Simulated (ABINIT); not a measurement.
# Beyond one shot: BP (F-43m)

Aim: iterate the self-energy on BP (F-43m) and follow the gap from cycle to cycle.

Method: PBE and many-body steps on it, plane waves, in ABINIT 10.8.3.

**1. The structure**

The structure is cubic, space group F-43m (No. 216). The conventional cell has a = 4.538 Å, b = 4.538 Å, c = 4.538 Å, α = 90.00°, β = 90.00°, γ = 90.00°. B has 4 P at 1.97 Å nearest. Nearest to P lie 4 B at 1.97 Å. Farther neighbours are not listed.

The cell and positions come from the Crystallography Open Database and are kept as given unless a step says otherwise.

**2. Empty states on the mesh, 6×6×6 mesh, 29 bands**

This step: ABINIT 10.8.3; DFT, PBE, plane waves, norm-conserving pseudopotentials.

The sums over transitions need many empty states on a uniform mesh; this step solves for them.

Input file run.abi:

```
acell 3*1.0 Angstrom
rprim 
  0.000000000000 2.269000000000 2.269000000000
  2.269000000000 0.000000000000 2.269000000000
  2.269000000000 2.269000000000 0.000000000000
ntypat 2
znucl 5 15
natom 2
typat 1 2
xred 
  0.000000000000 0.000000000000 0.000000000000
  0.250000000000 0.250000000000 0.250000000000
pp_dirpath "pseudos"
pseudos "B.upf, P.upf"
ecut 34
ngkpt 6 6 6
nshiftk 1
shiftk 0 0 0
kptopt 1
chksymbreak 0
iscf -2
irdden 1
istwfk *1
nband 29
nbdbuf 4
tolwfr 1e-09
nstep 60
prtvol 0
indata_prefix "in"
outdata_prefix "out"
tmpdata_prefix "tmp"
```

Launch:

```bash
OMP_NUM_THREADS=1 mpirun -n 4 abinit run.abi > log
```

Numbers of over 12 decimals in the logs are rounded to 6 here.

Log:

```text
.Version 10.8.3 of ABINIT. v10.8.2 released Aug 2026.

 Symmetries : space group F-4 3 m (#216); Bravais cF (face-center cubic)
[... echo of the input left out ...]
== DATASET  1 ==================================================================
-   mpi_nproc: 4, omp_nthreads: 1 (-1 if OMP is not activated)

--- !DatasetInfo
iteration_state: {dtset: 1, }
dimensions: {natom: 2, nkpt: 16, mband: 29, nsppol: 1, nspinor: 1, nspden: 1, mpw: 1524, }
cutoff_energies: {ecut:  34.0, pawecutdg:  -1.0, }
[...]
0.69047    0.70970    0.70970    0.84388    0.84388    0.84388    1.05819    1.38180
   1.38180    1.38180    1.61399    1.61399    1.61399    1.64730    1.64730    1.84832
   1.84832    1.84832    2.26354    2.26490    2.27374
 prteigrs : prtvol=0 or 1, do not print more k-points.

== END DATASET(S) ==============================================================
================================================================================

 -outvars: echo values of variables after computation  --------
            nband          29
             nkpt          16
          spgroup         216
 [... the other variables as echoed above ...]

 Calculation completed.
```

The job ended after 3.8 s (4 MPI ranks of Arm Neoverse V1, shared host; peak memory 0.24 GiB; 15 s of CPU time).

This step gave:

```
gap                                                           : 1.347 eV
k of the valence top                                          : 0, 0, 0
k of the conduction bottom                                    : 0.5, 0.5, 0
least direct gap                                              : 3.407 eV
k points computed                                             : 16
lowest point of the top converged band, above the valence top : 40.00 eV
```

On this mesh the gap is 1.347 eV.

The density comes from a self-consistent run that is not shown.

**3. Screening, 6×6×6 mesh, 25 bands, screening to 106.1 eV**

The RPA dielectric matrix is built and inverted for each q.

This step: RPA screening on PBE, plane waves, norm-conserving pseudopotentials.

Changes to run.abi since step 2:

```diff
@@ -20,10 +20,11 @@
 chksymbreak 0
-iscf -2
-irdden 1
 istwfk *1
-nband 29
-nbdbuf 4
-tolwfr 1e-09
-nstep 60
-prtvol 0
+occopt 1
+irdwfk 1
+optdriver 3
+nband 25
+ecuteps 3.9
+inclvkb 2
+awtr 1
+symchi 1
 indata_prefix "in"
```

Log:

```text
.Version 10.8.3 of ABINIT. v10.8.2 released Aug 2026.

 Symmetries : space group F-4 3 m (#216); Bravais cF (face-center cubic)
[... echo of the input left out ...]
== DATASET  1 ==================================================================
-   mpi_nproc: 4, omp_nthreads: 1 (-1 if OMP is not activated)

--- !DatasetInfo
iteration_state: {dtset: 1, }
dimensions: {natom: 2, nkpt: 16, mband: 25, nsppol: 1, nspinor: 1, nspden: 1, mpw: 1524, }
cutoff_energies: {ecut:  34.0, pawecutdg:  -1.0, }
electrons: {nelect:   8.00000000E+00, charge:   0.00000000E+00, occopt:   1.00000000E+00, tsmear:   1.00000000E-02, }

 SCREENING: Calculation of the susceptibility and dielectric matrices

 Based on a program developped by R.W. Godby, V. Olevano, G. Onida, and L. Reining.
 Incorporated in ABINIT by V. Olevano, G.-M. Rignanese, and M. Torrent.
.Using double precision arithmetic ; gwpc =  8

[... cell and pseudopotentials left out ...]
--------------------------------------------------------------------------------

 ==== K-mesh for the wavefunctions ====
 Number of points in the irreducible wedge :    16
[... list of points left out ...]
 Together with 24 symmetry operations and time-reversal symmetry
 yields   216 points in the full Brillouin Zone.

 ==== Q-mesh for the screening function ====
 Number of points in the irreducible wedge :    16
[... list of points left out ...]
 Together with 24 symmetry operations and time-reversal symmetry
 yields   216 points in the full Brillouin Zone.

 setmesh: FFT mesh size selected  =    24x   24x   24
          total number of points  =        13824

 vcoul_init : cutoff-mode = AUXILIARY_FUNCTION
 q-points for optical limit:   1
     1)      0.000010    0.000020    0.000030

- screening: taking advantage of time-reversal symmetry
- Maximum band index for partially occupied states nbvw = 4
- Remaining bands to be divided among processors   nbcw = 21
- Number of bands treated by each node ~5

 Number of electrons calculated from density =    8.0000; Expected =    8.0000
 average of density, n =  0.050741
 r_s =    1.6757
 omega_plasma =   21.7288 [eV]

 calculating chi0 at frequencies [eV] :
  1    0.000000E+00    0.000000E+00
  2    0.000000E+00    2.172879E+01

--------------------------------------------------------------------------------
  q-point number  1        q = ( 0.000000, 0.000000, 0.000000) [r.l.u.]
--------------------------------------------------------------------------------
[... chi0 elements left out ...]
 For q-point:  0.000010 0.000020 0.000030
  dielectric constant =   9.7279
  dielectric constant without local fields =  10.6451

  Average fulfillment of the sum rule on Im[epsilon] for q-point    1 :     54.66  [%]
[... wings left out ...]
  q-point number  2        q = ( 0.166667, 0.000000, 0.000000) [r.l.u.]
--------------------------------------------------------------------------------
[... chi0 elements left out ...]
  Average fulfillment of the sum rule on Im[epsilon] for q-point    2 :     84.65  [%]

 [... 14 further q-points ...]
```

Elapsed: 9.7 s, on 4 MPI ranks; peak memory 0.43 GiB.

This step gave:

* ε∞ with local fields, on this mesh, along the program's q direction: 9.728
* the same without local fields: 10.65
* plasma frequency: 21.73 eV
* plane waves in the screening matrix: 59

Local fields lower ε∞ by 9 %.

**4. G0W0**

The self-energy is evaluated for the states that the input lists, and the levels follow from it, in one-shot runs by the linearised quasiparticle equation.

This step: G0W0 on PBE, plane waves, norm-conserving pseudopotentials.

Changes to run.abi since step 3:

```diff
@@ -23,8 +23,17 @@
 irdwfk 1
-optdriver 3
+optdriver 4
 nband 25
+gwcalctyp 0
+ecutsigx 34
+symsigma 1
+nkptgw 2
+kptgw 
+  0.0000000000 0.0000000000 0.0000000000
+  0.5000000000 0.5000000000 0.0000000000
+bdgw 
+  2 7
+  3 6
 ecuteps 3.9
-inclvkb 2
-awtr 1
-symchi 1
+irdscr 1
+ppmodel 1
 indata_prefix "in"
```

Log:

```text
.Version 10.8.3 of ABINIT. v10.8.2 released Aug 2026.

 Symmetries : space group F-4 3 m (#216); Bravais cF (face-center cubic)
[... echo of the input left out ...]
== DATASET  1 ==================================================================
-   mpi_nproc: 4, omp_nthreads: 1 (-1 if OMP is not activated)

--- !DatasetInfo
iteration_state: {dtset: 1, }
dimensions: {natom: 2, nkpt: 16, mband: 25, nsppol: 1, nspinor: 1, nspden: 1, mpw: 1524, }
cutoff_energies: {ecut:  34.0, pawecutdg:  -1.0, }
electrons: {nelect:   8.00000000E+00, charge:   0.00000000E+00, occopt:   1.00000000E+00, tsmear:   1.00000000E-02, }

 SIGMA: Calculation of the GW corrections

 Based on a program developped by R.W. Godby, V. Olevano, G. Onida, and L. Reining.
 Incorporated in ABINIT by V. Olevano, G.-M. Rignanese, and M. Torrent.
.Using double precision arithmetic ; gwpc =  8

[... cell and pseudopotentials left out ...]
--------------------------------------------------------------------------------

 ==== K-mesh for the wavefunctions ====
 Number of points in the irreducible wedge :    16
[... list of points left out ...]
 Together with 24 symmetry operations and time-reversal symmetry
 yields   216 points in the full Brillouin Zone.

 ==== Q-mesh for screening function ====
 Number of points in the irreducible wedge :    16
[... list of points left out ...]
 Together with 24 symmetry operations and time-reversal symmetry
 yields   216 points in the full Brillouin Zone.

 vcoul_init : cutoff-mode = AUXILIARY_FUNCTION
 q-points for optical limit:   1
     1)      0.000010    0.000020    0.000030
 setmesh: FFT mesh size selected  =    32x   32x   32
          total number of points  =        32768

 Number of electrons calculated from density =    8.0000; Expected =    8.0000
 average of density, n =  0.050741
 r_s =    1.6757
 omega_plasma =   21.7288 [eV]

 === KS Band Gaps ===
  >>>> For spin  1
   Minimum direct gap =   3.4068 [eV], located at k-point      :   0.0000  0.0000  0.0000
   Fundamental gap    =   1.3473 [eV], Top of valence bands at :   0.0000  0.0000  0.0000
                                       Bottom of conduction at :   0.5000  0.5000  0.0000
 SIGMA fundamental parameters:
 PLASMON POLE MODEL  1
 number of plane-waves for SigmaX                 1459
 number of plane-waves for SigmaC and W             59
 number of plane-waves for wavefunctions          1459
 number of bands                                    25
 number of independent spin polarizations            1
 number of spinorial components                      1
 number of k-points in IBZ                          16
 number of q-points in IBZ                          16
 number of symmetry operations                      24
 number of k-points in BZ                          216
 number of q-points in BZ                          216
 number of frequencies for dSigma/dE                 9
 frequency step for dSigma/dE [eV]                0.25
 number of omega for Sigma on real axis              0
 max omega for Sigma on real axis  [eV]           0.00
 zcut for avoiding poles [eV]                     0.10

 EPSILON^-1 parameters (SCR file):
 dimension of the eps^-1 matrix on file             59
 dimension of the eps^-1 matrix used                59
 number of plane-waves for wavefunctions          1459
 number of bands                                    25
 number of q-points in IBZ                          16
 number of frequencies                               2
 number of real frequencies                          1
 number of imag frequencies                          1

 matrix elements of self-energy operator (all in [eV])

 Perturbative Calculation

--- !SelfEnergy_ee
iteration_state: {dtset: 1, }
kpoint     : [   0.000,    0.000,    0.000, ]
spin       : 1
KS_gap     :    3.407
QP_gap     :    4.234
Delta_QP_KS:    0.827
data: !SigmaeeData |
     Band     E0 <VxcDFT>   SigX SigC(E0)      Z dSigC/dE  Sig(E)    E-E0       E
        2   7.266 -13.300 -15.048   1.667   0.797  -0.255 -13.364  -0.065   7.201
        3   7.266 -13.300 -15.048   1.667   0.797  -0.255 -13.364  -0.065   7.201
        4   7.266 -13.300 -15.048   1.667   0.797  -0.255 -13.364  -0.065   7.201
        5  10.672 -12.025  -7.238  -3.832   0.798  -0.253 -11.263   0.763  11.435
        6  10.672 -12.025  -7.238  -3.832   0.798  -0.253 -11.263   0.763  11.435
        7  10.672 -12.025  -7.238  -3.832   0.798  -0.253 -11.263   0.763  11.435

--- !SelfEnergy_ee
iteration_state: {dtset: 1, }
kpoint     : [   0.500,    0.500,    0.000, ]
spin       : 1
KS_gap     :    5.461
QP_gap     :    6.337
Delta_QP_KS:    0.876
data: !SigmaeeData |
     Band     E0 <VxcDFT>   SigX SigC(E0)      Z dSigC/dE  Sig(E)    E-E0       E
        3   3.152 -12.497 -15.992   3.030   0.776  -0.288 -12.858  -0.361   2.791
        4   3.152 -12.497 -15.992   3.030   0.776  -0.288 -12.858  -0.361   2.791
        5   8.613 -10.826  -6.523  -3.667   0.809  -0.237 -10.312   0.514   9.127
        6   8.933 -10.680  -6.271  -3.703   0.814  -0.229 -10.106   0.574   9.506

== END DATASET(S) ==============================================================
================================================================================

 -outvars: echo values of variables after computation  --------
           etotal      0.0000000000E+00
            nband          25
             nkpt          16
          spgroup         216
 [... the other variables as echoed above ...]

 Calculation completed.
```

Run time: 2.7 s. Hardware: 4 MPI ranks; peak memory 0.12 GiB; 10 s of CPU time.

This step gave:

| Property | Result |
| --- | --- |
| G0W0 gap on the points computed | 1.926 eV |
| starting gap on the mesh | 1.347 eV |
| k of the valence top | 0, 0, 0 |
| k of the conduction bottom | 0.5, 0.5, 0 |
| Z at the valence top | 0.797 |
| Z at the conduction bottom | 0.809 |
| least direct G0W0 gap on the computed points | 4.234 eV |

The gap on the mesh goes from 1.35 eV to 1.93 eV, a correction of +0.58 eV.

**5. evGW0, cycle 1**

This step: evGW0 on PBE, plane waves, norm-conserving pseudopotentials.

Changes to run.abi since step 4:

```diff
@@ -25,12 +25,40 @@
 nband 25
-gwcalctyp 0
+gwcalctyp 10
 ecutsigx 34
 symsigma 1
-nkptgw 2
+nkptgw 16
 kptgw 
   0.0000000000 0.0000000000 0.0000000000
+  0.1666666667 0.0000000000 0.0000000000
+  0.3333333333 0.0000000000 0.0000000000
+  0.5000000000 0.0000000000 0.0000000000
+  0.1666666667 0.1666666667 0.0000000000
+  0.3333333333 0.1666666667 0.0000000000
+  0.5000000000 0.1666666667 0.0000000000
+  -0.3333333333 0.1666666667 0.0000000000
+  -0.1666666667 0.1666666667 0.0000000000
+  0.3333333333 0.3333333333 0.0000000000
+  0.5000000000 0.3333333333 0.0000000000
+  -0.3333333333 0.3333333333 0.0000000000
   0.5000000000 0.5000000000 0.0000000000
+  0.5000000000 0.3333333333 0.1666666667
+  -0.3333333333 0.3333333333 0.1666666667
+  -0.3333333333 0.5000000000 0.1666666667
 bdgw 
-  2 7
-  3 6
+  1 8
+  1 8
+  1 8
+  1 8
+  1 8
+  1 8
+  1 8
+  1 8
+  1 8
+  1 8
+  1 8
+  1 8
+  1 8
+  1 8
+  1 8
+  1 8
 ecuteps 3.9
```

Log:

```text
.Version 10.8.3 of ABINIT. v10.8.2 released Aug 2026.

 Symmetries : space group F-4 3 m (#216); Bravais cF (face-center cubic)
[... echo of the input left out ...]
== DATASET  1 ==================================================================
-   mpi_nproc: 4, omp_nthreads: 1 (-1 if OMP is not activated)

--- !DatasetInfo
iteration_state: {dtset: 1, }
dimensions: {natom: 2, nkpt: 16, mband: 25, nsppol: 1, nspinor: 1, nspden: 1, mpw: 1524, }
cutoff_energies: {ecut:  34.0, pawecutdg:  -1.0, }
electrons: {nelect:   8.00000000E+00, charge:   0.00000000E+00, occopt:   1.00000000E+00, tsmear:   1.00000000E-02, }

 SIGMA: Calculation of the GW corrections

 Based on a program developped by R.W. Godby, V. Olevano, G. Onida, and L. Reining.
 Incorporated in ABINIT by V. Olevano, G.-M. Rignanese, and M. Torrent.
.Using double precision arithmetic ; gwpc =  8

[... cell and pseudopotentials left out ...]
--------------------------------------------------------------------------------

 ==== K-mesh for the wavefunctions ====
 Number of points in the irreducible wedge :    16
[... list of points left out ...]
 Together with 24 symmetry operations and time-reversal symmetry
 yields   216 points in the full Brillouin Zone.

 ==== Q-mesh for screening function ====
 Number of points in the irreducible wedge :    16
[... list of points left out ...]
 Together with 24 symmetry operations and time-reversal symmetry
 yields   216 points in the full Brillouin Zone.

 vcoul_init : cutoff-mode = AUXILIARY_FUNCTION
 q-points for optical limit:   1
     1)      0.000010    0.000020    0.000030
 setmesh: FFT mesh size selected  =    32x   32x   32
          total number of points  =        32768

 Number of electrons calculated from density =    8.0000; Expected =    8.0000
[...]
QP_gap     :    9.601
Delta_QP_KS:    1.117
data: !SigmaeeData |
     Band     E_DFT   <VxcDFT>   E(N-1)  <Hhartree>   SigX  SigC[E(N-1)]    Z     dSigC/dE  Sig[E(N)]  DeltaE  E(N)_pert E(N)_diago
[...]
--- !SelfEnergy_ee
iteration_state: {dtset: 1, }
kpoint     : [  -0.333,    0.500,    0.167, ]
spin       : 1
KS_gap     :    9.010
QP_gap     :   10.099
Delta_QP_KS:    1.088
data: !SigmaeeData |
     Band     E_DFT   <VxcDFT>   E(N-1)  <Hhartree>   SigX  SigC[E(N-1)]    Z     dSigC/dE  Sig[E(N)]  DeltaE  E(N)_pert E(N)_diago
[...]
7    16.368   -12.194    16.368    28.562    -5.314    -5.704     0.764    -0.309   -11.296     0.899    17.267    17.544
        8    17.030   -12.130    17.030    29.160    -5.227    -5.688     0.765    -0.307   -11.200     0.930    17.960    18.245

 New Fermi energy :        3.019636E-01 Ha ,    8.216848E+00 eV
 New Exchange energy :    -2.510399E+00 Ha ,   -6.831145E+01 eV

 === QP Band Gaps ===
  >>>> For spin  1
   Minimum direct gap =   4.4441 [eV], located at k-point      :   0.0000  0.0000  0.0000
   Fundamental gap    =   2.0647 [eV], Top of valence bands at :   0.0000  0.0000  0.0000
                                       Bottom of conduction at :   0.5000  0.5000  0.0000

 writing QP data on file : out_QPS

 Convergence of QP corrections
 >>>>> For spin  1 <<<<<
.  kptgw no:  1; Maximum DeltaE = (   0.776   0.000) for band index:  8
.  kptgw no:  2; Maximum DeltaE = (   0.816   0.000) for band index:  7
.  kptgw no:  3; Maximum DeltaE = (   0.844   0.000) for band index:  7
[...]
.  kptgw no: 15; Maximum DeltaE = (   0.969  -0.000) for band index:  7
.  kptgw no: 16; Maximum DeltaE = (   0.930  -0.001) for band index:  8

== END DATASET(S) ==============================================================
================================================================================

 -outvars: echo values of variables after computation  --------
           etotal      0.0000000000E+00
            nband          25
             nkpt          16
          spgroup         216
 [... the other variables as echoed above ...]

 Calculation completed.
```

It took 30 s on 4 MPI ranks; peak memory 0.66 GiB.

Numbers from this step:

```
quasiparticle gap on the mesh                         : 2.065 eV
gap of the density functional on the mesh             : 1.347 eV
k of the valence top                                  : 0, 0, 0
k of the conduction bottom                            : 0.5, 0.5, 0
Z at the valence top                                  : 0.797
Z at the conduction bottom                            : 0.809
least direct quasiparticle gap on the computed points : 4.445 eV
```

Against G0W0 in ABINIT (6×6×6 mesh, 25 bands, screening to 106.1 eV, Godby-Needs plasmon pole), the gap moves by +0.139 eV. This first cycle still uses the starting levels; it takes the full correction, at all points of the mesh, and its linearised value is 1.926 eV.

**6. evGW0, cycle 2**

The corrected levels of the last cycle go back in.

Changes to run.abi since step 5:

```diff
@@ -66,2 +66,3 @@
 ppmodel 1
+irdqps 1
 indata_prefix "in"
```

Log:

```text
.Version 10.8.3 of ABINIT. v10.8.2 released Aug 2026.

 Symmetries : space group F-4 3 m (#216); Bravais cF (face-center cubic)
[... echo of the input left out ...]
== DATASET  1 ==================================================================
-   mpi_nproc: 4, omp_nthreads: 1 (-1 if OMP is not activated)

--- !DatasetInfo
iteration_state: {dtset: 1, }
dimensions: {natom: 2, nkpt: 16, mband: 25, nsppol: 1, nspinor: 1, nspden: 1, mpw: 1524, }
cutoff_energies: {ecut:  34.0, pawecutdg:  -1.0, }
[...]
.  kptgw no:  3; Maximum DeltaE = (  -0.084  -0.000) for band index:  6
[...]
.  kptgw no: 15; Maximum DeltaE = (  -0.132   0.000) for band index:  7
.  kptgw no: 16; Maximum DeltaE = (  -0.126  -0.001) for band index:  8

== END DATASET(S) ==============================================================
================================================================================

 -outvars: echo values of variables after computation  --------
           etotal      0.0000000000E+00
            nband          25
             nkpt          16
          spgroup         216
 [... the other variables as echoed above ...]

 Calculation completed.
```

It took 30 s on 4 MPI ranks; peak memory 0.66 GiB.

Numbers from this step:

```
quasiparticle gap on the mesh                         : 2.013 eV
gap of the density functional on the mesh             : 1.347 eV
k of the valence top                                  : 0, 0, 0
k of the conduction bottom                            : 0.5, 0.5, 0
least direct quasiparticle gap on the computed points : 4.337 eV
```

Against the cycle before, the gap moves by −0.052 eV.

(Part 1 of 3 ends here.)

[Paths, hosts, dates, memory and timing lines, banners, echoed tables and standing remarks are left out of the program output.]

[Logs are printed without paths, hosts, clocks, repeated set-up lines and the standing remarks that a program may print on its own settings, such as how far it seeks lower states.]

[Runs of the session that timed out or met a known fault of the program may be left out.]

[Hosts, paths, dates, database ids (printed as entryN), source tags and the programs' standing remarks are cut or masked in the printed files.]

[G0W0 gaps are taken among the corrected bands and points alone; a level outside them can change the order at an edge.]

[Where Ansatz stands beside ABINIT at settings called matched, ABINIT's density can come from a denser mesh and the files from another edition; pairs whose starting gaps differed by over 0.03 eV were left out, so agreement reads better than it is.]
